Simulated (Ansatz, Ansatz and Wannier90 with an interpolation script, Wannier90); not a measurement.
An input for Ansatz 0.2.0 (CsCdCl3 (Pm-3m)):

```yaml
crystal:
  lattice:
    - [5.2, 0.0, 0.0]
    - [0.0, 5.2, 0.0]
    - [0.0, 0.0, 5.2]
  atoms:
    - { symbol: Cs, position: [0.0, 0.0, 0.0] }
    - { symbol: Cd, position: [0.5, 0.5, 0.5] }
    - { symbol: Cl, position: [0.0, 0.5, 0.5] }
    - { symbol: Cl, position: [0.5, 0.0, 0.5] }
    - { symbol: Cl, position: [0.5, 0.5, 0.0] }
kpoints:
  mp_grid: { grid: [4, 4, 4] }
hamiltonian:
  xc: lda
scf:
  occupations: { method: fixed }
  n_extra_bands: 74
output:
  wannier:
    kmesh: [8, 8, 8]
    projections: [{ species: Cd, l: s, shell: 5 }, { species: Cl, l: p, shell: 3 }]
    minimise: true
    write_hr: true
    seedname: w
    conv_tol: 1.0e-06
    max_iter: 20000
    stability_check: false
    disentanglement:
      window: [-1.62, 12.17]
      frozen_window: [-1.62, 5.71]
      conv_tol: 1.0e-08
```

The database entry behind the starting cell is an old determination (1928), so it need not match the best structure at ambient conditions.

```sh
ansatz run input.yaml --threads 8 --pin off --max-ram 18432MiB --backend cpu --events-out ev --progress --plain --runs-dir out
```

How long will it take on 8 threads of Arm Neoverse V1, shared host, and how much memory?

It took 16 s; on shared hardware allow 8.2 s to 33 s. Peak host memory was 2.8 GiB.

[Paths, hosts, dates, memory and timing lines, banners, echoed tables and standing remarks are left out of the program output.]

[Logs are printed without paths, hosts, clocks, repeated set-up lines and the standing remarks that a program may print on its own settings, such as how far it seeks lower states.]

[Runs of the session that timed out or met a known fault of the program may be left out.]

[Hosts, paths, dates, database ids (printed as entryN), source tags and the programs' standing remarks are cut or masked in the printed files.]
